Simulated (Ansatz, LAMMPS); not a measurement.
# Settings and their price: 47In2O3-53ZnO (mol %) with crystalline order left by the classical run (65 atoms)

Density of this cell: 6.43 g/cm³. The cell holds 65 atoms: 18 In, 10 Zn and 37 O. Cell: a = 9.494 Å, b = 9.494 Å, c = 9.494 Å, α = 90.0°, β = 90.0°, γ = 90.0°. 65 atoms (18 Sc, 10 Zn, 37 O) placed at random at 4.13 g/cm³, melted at 5000 K for 10 ps at fixed volume with the Morse and Coulomb pair potential with partial charges (Pedone, Malavasi, Menziani, Cormack and Segre, J. Phys. Chem. B 110, 11780 (2006)). Quenched from 5000 K to 300 K at 10 K/ps and fixed volume, held 10 ps at zero pressure, then minimised at fixed cell. Then Sc was replaced by In and the cell scaled by 1.027 (the potential has no terms for the new elements, so the cell is a start for a DFT relaxation).

Geometry: as built.

Reference run: Kohn-Sham DFT, PBE, PAW (set soft_2), plane waves (Ansatz 0.2.0), cutoff 750 eV, k-mesh 2×2×2, gaussian smearing of 0.025 eV.

| Quantity | Value |
| --- | --- |
| r.m.s. force component | 0.3126 eV/Å |
| gap (highest filled to lowest empty level) | 0.4272 eV |
| SCF cycles | 10 |
| time | 3 min on 4 threads of Arm Neoverse V2, shared host |

Variants, in no order:
A. support functions medium
B. support functions medium, spacing 0.33 Å
C. support functions medium, spacing 0.275 Å

Q: Order the variants from the smallest to the largest r.m.s. change of the forces.

A, C, B.

```csv
variant,"Δ force, r.m.s. (meV/Å)",share of r.m.s. force (%),time over the reference's
A. support functions medium,0.432,0.138,0.75
"C. support functions medium, spacing 0.275 Å",17.1,5.46,0.60
"B. support functions medium, spacing 0.33 Å",52.1,16.7,0.47
```

[Logs are printed without paths, hosts, clocks, repeated set-up lines and the standing remarks that a program may print on its own settings, such as how far it seeks lower states.]

[Hosts, paths, dates, database ids (printed as entryN), source tags and the programs' standing remarks are cut or masked in the printed files.]
